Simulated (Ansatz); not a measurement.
# What NaSrH3 (model cell, started as cubic perovskite with Sr in the octahedra) distorts into, part 3 of 3

Which phase does NaSrH3 (model cell, started as cubic perovskite with Sr in the octahedra) fall into along its unstable mode, and how much energy does it gain?

Ansatz 0.2.0; DFT PBEsol, scalar-relativistic, plane waves, PAW; PAW set soft_1.

So far. Step 5 (Energy along the mode, all amplitudes (two of the runs …): The lowest of the steps tried is the last one, at 0.6 Å, 51.6 meV/atom below the parent; the bottom of the well need not coincide with a step. Step 7 (The new phase in its own primitive cell): The largest force component left is 0.30 meV/Å and the pressure is 0.001 GPa, within the tolerances set. The cell now holds 17.68 Å³/atom. The relaxed cell has a, b, c = 6.398, 9.085, 6.082 Å (conventional setting).

The structure was built from a prototype and need not be the compound's stable phase.

**8. Modes of the new phase, k-mesh 6×6×6**

A relaxed structure may still be a saddle point, so its zone-centre modes are computed. The response to a homogeneous field gives the Born charges and the dielectric tensor.

File input.yaml:

```yaml
crystal:
  lattice:
    - [-3.1989487522, 4.5424911678, 3.041008043]
    - [3.1989487522, -4.5424911678, 3.041008043]
    - [3.1989487522, 4.5424911678, -3.041008043]
  atoms:
    - { symbol: Na, position: [0.300685058, 0.050685058, 0.25] }
    - { symbol: Na, position: [0.699314942, 0.949314942, 0.75] }
    - { symbol: Sr, position: [0.5, 0.5, 0.0] }
    - { symbol: Sr, position: [0.0, 0.5, 0.5] }
    - { symbol: H, position: [0.0712023354, 0.3212023354, 0.75] }
    - { symbol: H, position: [0.9287976646, 0.6787976646, 0.25] }
    - { symbol: H, position: [0.345830905, 0.0, 0.845830905] }
    - { symbol: H, position: [0.654169095, 0.0, 0.154169095] }
    - { symbol: H, position: [0.345830905, 0.5, 0.345830905] }
    - { symbol: H, position: [0.654169095, 0.5, 0.654169095] }
kpoints:
  mp_grid: { grid: [6, 6, 6] }
hamiltonian:
  xc: pbesol
  pseudopotentials: { kind: paw, azcp: { folder: soft_1 }, xc_functional: pbe }
scf:
  occupations: { method: fixed }
output:
  eigenvalues: true
phonons:
  method: dfpt
  dielectric: true
  rigid_motions: translations
```

Launch:

```console
$ ansatz run input.yaml --threads 4 --pin off --max-ram 16384MiB --backend cpu --events-out ev --progress --plain --runs-dir out
```

Numbers of over 12 decimals in the logs are rounded to 6 here.

Log:

```text
[...]
Crystal: 10 atoms, lattice volume = 176.758 Å³
Basis set: ecut = 420 eV, 3475 PW (Γ), exchange–correlation on 96×96×96 points (8 copies of the dense FFT grid, shifted against one another)
Bands: 32, of which v1, the nominal top of the filled ones, is band 22 counted from 1 (21 counted from 0)
Symmetry: 8 space group operations
k-points: 112 of 216 (irreducible under 1 space group operation, time reversal used)
[...]
SCF iter   1: F=—  HF=-10034.850889 eV  |F-HF|=—  |Δ(HF+E_count)|=         —  Δρ=5.25e-2  dr2=6.03e0  ethr=3.10e-3  ⟨swp⟩=5.9  Hψ=15387  notcnv=0  defer=812
[...]
SCF iter  10: F=-10032.814176 eV  HF=-10032.814176 eV  |F-HF|=7.28e-12  |Δ(HF+E_count)|=  6.42e-10  Δρ=8.83e-8  dr2=1.94e-11  ethr=1.00e-12  ⟨swp⟩=21.6  Hψ=33362  notcnv=0
SCF 1 converged in 10 iterations: F = -10032.814176 eV  dr2 = 1.94e-11
[...]
NSCF: frozen V_eff on 5 k-points
DFPT response loops at Γ: preconditioner auto → Resta (q_TF=auto, 2.164 Å⁻¹)  ε∞=5.8 (no band partly filled); β = 1.00, the filter's whole step (`scf.mixing.beta` (0.50) is not read by the response loops at its default; to damp them type it under 1.00, their step now; it binds the ground state too); Broyden in place of MSR1
── the response to a field inside a basis, on 6×6×6 k-points: an SCF that follows is theirs, and a resumed run solves both again ──
Bands: 23, of which v1, the nominal top of the filled ones, is band 22 counted from 1 (21 counted from 0)
k-points: 45 of 216
[...]
Eigensolver: Dense (45 Hₖ)
SCF iter   1: F=—  HF=-10032.802025 eV  |F-HF|=—  |Δ(HF+E_count)|=         —  Δρ=1.05e-4  dr2=5.93e-6  ethr=1.00e-1
[...]
SCF iter   3: F=-10032.802033 eV  HF=-10032.802033 eV  |F-HF|=6.08e-8  |Δ(HF+E_count)|=   2.90e-6  Δρ=5.92e-6  dr2=8.61e-8  ethr=4.19e-9
SCF 1 converged in 3 iterations: F = -10032.802033 eV  dr2 = 8.61e-8
[...]
SCF converged after 10 iterations
Free energy (F): -10032.814176 eV
[...]
Internal energy: -10032.814176 eV  (E = F + TS)
E sigma→0 (E₀):  -10032.814176 eV
Fermi energy:    1.983079 eV
[...]
--- Band table (eV; the first three rows and the last of 112) ---
  k-point 0: bands = [... 18 lower, 0.6240, 1.7584, 1.9019, 1.9831, 4.4750, 4.8597, 4.8688, 7.0778, ... 6 higher]
  k-point 1: bands = [... 18 lower, 0.6982, 1.5742, 1.6348, 1.8476, 4.6117, 5.0026, 5.0903, 7.1202, ... 6 higher]
  k-point 2: bands = [... 18 lower, 0.8982, 1.0308, 1.3605, 1.5766, 4.9356, 5.2893, 5.5534, 6.4827, ... 6 higher]
  k-point 111: bands = [... 18 lower, 0.9207, 0.9667, 1.0308, 1.0625, 3.7375, 5.6724, 5.9001, 6.8611, ... 6 higher]
--- Phonons (Γ-DFPT): 12 representative perturbations + reference, on 112 of 216 k-points (Σ response iterations 41) ---
  k mesh reduced under 1 symmetry operation, with k and −k counted as one. Each operation leaves every solved perturbation unchanged. A smaller set is not considered because the run solves the response to a homogeneous field
  ASR residual: 1.777e-4 → 0.000e0 eV/Å²; symmetrization residual: 2.234e-6 eV/Å²
  ASR residual per site (eV/Å²): 3.60e-5 3.60e-5 1.78e-4 1.78e-4 4.61e-5 4.61e-5 1.24e-5 1.24e-5 1.24e-5 1.24e-5
  Γ frequencies (cm⁻¹): -149.20 -139.64 0.00 0.00 0.00 96.67 102.48 114.14 122.72 125.46 137.27 152.94 154.24 164.52 331.02 450.87 464.23 486.13 547.94 614.24 690.51 702.24 774.10 779.26 811.22 816.11 1043.54 1071.76 1072.42 1168.27
  ε∞ (high-frequency dielectric tensor):
        3.456797     0.000000    -0.000000
        0.000000     3.445747     0.000000
       -0.000000     0.000000     3.401817
  softest optical mode at Γ: -149.20 cm⁻¹; the repairs (sum rule, projections) moved no ω² at Γ by more than (5.54 cm⁻¹)²
  Born effective charges Z* (e; rows j = field, columns β = displacement):
    site 0:
         1.12301    0.00000   -0.00000
         0.00000    0.97582    0.00000
        -0.00000    0.00000    1.05567
    site 1:
         1.12301    0.00000   -0.00000
         0.00000    0.97582    0.00000
        -0.00000    0.00000    1.05567
    site 2:
         1.90833   -0.00000   -0.00000
        -0.00000    2.07995    0.02711
        -0.00000    0.04137    1.88223
    site 3:
         1.90833   -0.00000   -0.00000
         0.00000    2.07995   -0.02711
        -0.00000   -0.04137    1.88223
    site 4:
        -0.95430    0.00000    0.00000
         0.00000   -1.14297    0.00000
         0.00000   -0.00000   -0.99986
    site 5:
        -0.95430    0.00000    0.00000
         0.00000   -1.14297    0.00000
         0.00000   -0.00000   -0.99986
    site 6:
        -1.03852    0.00000   -0.06475
         0.00000   -0.95640    0.00000
        -0.10124   -0.00000   -0.96902
    site 7:
        -1.03852    0.00000   -0.06475
         0.00000   -0.95640    0.00000
        -0.10124   -0.00000   -0.96902
    site 8:
        -1.03852    0.00000    0.06475
         0.00000   -0.95640    0.00000
         0.10124    0.00000   -0.96902
    site 9:
        -1.03852    0.00000    0.06475
         0.00000   -0.95640    0.00000
         0.10124    0.00000   -0.96902
  Z* charge neutrality: 1.094e-2 e pre-enforcement
  solved inside a basis spanned on kpoints, on 6×6×6 k-points, its susceptibility summed on 8×8×6: ε∞ is read to err by 8.9e-3, Z* by 1.3e-2 e (field_mesh: kpoints solves on kpoints); Z* is corrected for what the basis lacks
  optical modes at Γ without the LO–TO term, one row a degenerate level:
      ω (cm⁻¹)  modes    IR ((D/Å)²/amu)
       -149.20      1             0.0000
       -139.64      1            43.6720
         96.67      1             0.0395
        102.48      1             0.0000
        114.14      1             0.5053
        122.72      1             0.0000
        125.46      1             0.0000
[...]
optical modes at Γ + LO–TO along q̂ = [1.0000, 0.0000, 0.0000]:
      ω (cm⁻¹)  modes    IR ((D/Å)²/amu)
[...]
optical modes at Γ + LO–TO along q̂ = [0.0000, 1.0000, 0.0000]:
      ω (cm⁻¹)  modes    IR ((D/Å)²/amu)
[...]
optical modes at Γ + LO–TO along q̂ = [0.0000, 0.0000, 1.0000]:
      ω (cm⁻¹)  modes    IR ((D/Å)²/amu)
[...]
608.28      1            13.2618
        614.24      1             0.0000
        690.51      1             0.0000
        774.10      1             0.0000
        779.26      1            30.7553
        806.84      1            47.4044
        811.22      1             0.0000
        816.11      1             0.0000
       1043.54      1            51.6928
       1071.76      1             0.0000
       1158.92      1            76.0410
       1168.27      1             0.0000
```

Elapsed: 4.1 min, on 4 threads of Arm Neoverse V2, shared host; peak memory 2.5 GiB; 16 min of CPU time.

This step gave:

```yaml
sum_rule_residual_before_enforcement: 1.78e-4 eV/Å²
miss_of_the_charge_sum_rule: 0.01094 e
estimated_error_of_the_dielectric_tensor: 0.008905
estimated_error_of_the_born_charges: 0.01330 e
point_group: mmm
highest_optical_mode_at_the_zone_centre_no_lo_to_term: 1168 cm⁻¹
lowest_optical_zone_centre_mode: -149.2 cm⁻¹
mean_high_frequency_dielectric_constant: 3.435
largest_born_charge_third_of_the_trace: 1.957 e
top_of_the_zone_centre_spectrum_with_the_field: 1168 cm⁻¹
```

Without the LO-TO term. Patterns of degenerate modes are one choice out of their space. Modes at Γ, with each element's share of the kinetic energy (negative means imaginary):

```csv
mode,frequency (cm⁻¹),symmetry,Na %,Sr %,H %
1,-149.2,B1g,0,0,100
2,-139.6,B3u,16,1,83
3,0.0,acoustic,20,77,3
4,0.0,acoustic,20,77,3
5,0.0,acoustic,20,77,3
6,96.7,B1u,10,90,0
7,102.5,B2g,99,0,1
8,114.1,B2u,20,79,1
9,122.7,B3g,99,0,1
10,125.5,Au,0,99,1
11,137.3,B3u,63,20,17
12,152.9,Ag,99,0,1
13,154.2,B2u,59,40,1
14,164.5,B1u,69,31,0
15,331.0,B3u,0,1,99
16,450.9,B2u,0,4,96
17,464.2,Au,0,1,99
18,486.1,B1u,1,1,98
19,547.9,B2g,1,0,99
20,614.2,B3g,1,0,99
21,690.5,Ag,1,0,99
22,702.2,B1u,0,0,99
23,774.1,B2g,0,0,100
24,779.3,B2u,0,0,100
25,811.2,Ag,0,0,100
26,816.1,B3g,0,0,100
27,1043.5,B3u,0,1,99
28,1071.8,B1g,0,0,100
29,1072.4,B1u,0,1,99
30,1168.3,B3g,0,0,100
```

Displacements in mode 1 (-149.2 cm⁻¹), the largest set to 1:
```
Na1  0.00  0.00  0.00
Na2  0.00  0.00  0.00
Sr3  0.00  0.00  0.00
Sr4  0.00  0.00  0.00
H5   0.00  0.00  0.00
H6   0.00  0.00  0.00
H7   0.98  0.00 -1.00
H8  -0.98  0.00  1.00
H9   0.98  0.00  1.00
H10 -0.98  0.00 -1.00
```

Displacements in mode 24 (779.3 cm⁻¹), the largest set to 1:
```
Na1  0.00  0.00  0.00
Na2  0.00  0.00  0.00
Sr3  0.00 -0.01  0.00
Sr4  0.00 -0.01  0.00
H5   0.00  1.00  0.00
H6   0.00  1.00  0.00
H7   0.00 -0.17  0.00
H8   0.00 -0.17  0.00
H9   0.00 -0.17  0.00
H10  0.00 -0.17  0.00
```

Optical modes at the zone centre, without and with the macroscopic field of the longitudinal modes; each column is sorted by frequency, so a row need not hold one and the same mode. Modes with and without the field, by row:

```csv
rank among optical modes,no field (cm⁻¹),"q along (1, 0, 0) (cm⁻¹)","q along (0, 1, 0) (cm⁻¹)","q along (0, 0, 1) (cm⁻¹)"
1,-149.2,-149.2,-149.2,-149.2
2,-139.6,96.7,-139.6,-139.6
3,96.7,102.5,96.7,97
4,102.5,114.1,102.5,102.5
5,114.1,121.2,116.1,114.1
6,122.7,122.7,122.7,122.7
7,125.5,125.5,125.5,125.5
8,137.3,152.9,137.3,137.3
9,152.9,154.2,152.9,152.9
10,154.2,164.5,160.3,154.2
11,164.5,181.3,164.5,166.1
12,331,450.9,331,331
13,450.9,464.2,464.2,450.9
14,464.2,486.1,486.1,464.2
15,486.1,547.9,547.9,547.9
16,547.9,571.1,614.2,608.3
17,614.2,614.2,668.2,614.2
18,690.5,690.5,690.5,690.5
19,702.2,702.2,702.2,774.1
20,774.1,774.1,774.1,779.3
21,779.3,779.3,811.2,806.8
22,811.2,811.2,816.1,811.2
23,816.1,816.1,937.5,816.1
24,1044,1072,1044,1044
25,1072,1072,1072,1072
26,1072,1154,1072,1159
27,1168,1168,1168,1168
```

Born charge (rows field, columns displacement) (e), principal values of the symmetric part by kind of site:

```csv
atom,atoms with these values,low,middle,high,mean
Na1,2,0.98,1.06,1.12,1.05
Sr3,2,1.88,1.91,2.09,1.96
H5,2,-1.14,-1.00,-0.95,-1.03
H7,4,-1.09,-0.96,-0.91,-0.99
```

In full for H5:

```
-0.95  0.00  0.00
 0.00 -1.14  0.00
 0.00  0.00 -1.00
```

High-frequency dielectric tensor:

```
3.46 0.00 0.00
0.00 3.45 0.00
0.00 0.00 3.40
```

Transverse modes; imaginary modes are left out. Lines of the infrared spectrum (strongest = 100):

```csv
position (cm⁻¹),lines merged,relative intensity
97,1,0.0
102,1,0.0
114,1,0.4
123,1,0.0
126,1,0.0
137,1,1.6
153,1,0.0
154,1,1.6
164,1,0.3
331,1,42
451,1,100
464,1,0.0
486,1,64
548,1,0.0
614,1,0.0
690,1,0.0
702,1,24
774,1,0.0
779,1,27
811,1,0.0
816,1,0.0
1044,1,45
1072,2,31
1168,1,0.0
```

Before it was imposed, the acoustic sum rule was missed by 1.8e-4 eV/Å² and the charge sum rule by 0.011 e. Small misses are needed for a sound result but don't prove that mesh and cutoff are converged. The lowest optical mode is imaginary, 149.2i cm⁻¹, so the energy falls along it.

**9. What came out**

| Item | Value |
| --- | --- |
| unstable mode of the parent | q = (-0.5, -0.5, -0.5), 494i cm⁻¹ |
| depth at the lowest point sampled | 51.6 meV/atom |
| largest atomic shift at that point | 0.6 Å |
| space group reached (within 0.01 Å) | Imma |
| energy gained over the parent (first relaxation, on the mesh of the frozen mode) | 127 meV/atom |
| volume per atom, phase reached | 17.7 Å³ |
| gap on the k-mesh, phase reached | 1.75 eV |
| lowest optical zone-centre mode, phase reached | -149 cm⁻¹ |
| highest optical mode at the zone centre (no LO-TO term), phase reached | 1168 cm⁻¹ |

What this shows: Along this mode the structure falls into Imma, 127 meV/atom below the parent. At the parent's cell the well is 51.60 meV/atom deep on the steps tried, with its lowest point at a shift of 0.6 Å. That is the last step tried, so the steps alone don't bracket the bottom of the well. Relaxing atoms and cell changes the gain by +75.56 meV/atom against the lowest step (energies at zero smearing). The new phase still has an imaginary mode at the zone centre of its cell, so it is a saddle point on the way to a lower structure. Of the 4 patterns followed to their end from this parent, this one ends 8.05 meV/atom above the lowest, R-3c. Each path keeps the symmetry of its pattern, so a lower phase may lie along a pattern not tried. The PAW files were made for PBE and serve the other functionals too. The starting cell was built on a prototype and not taken from a measurement, so the phase need not exist.

[Logs are printed without paths, hosts, clocks, repeated set-up lines and the standing remarks that a program may print on its own settings, such as how far it seeks lower states.]

[Hosts, paths, dates, database ids (printed as entryN), source tags and the programs' standing remarks are cut or masked in the printed files.]
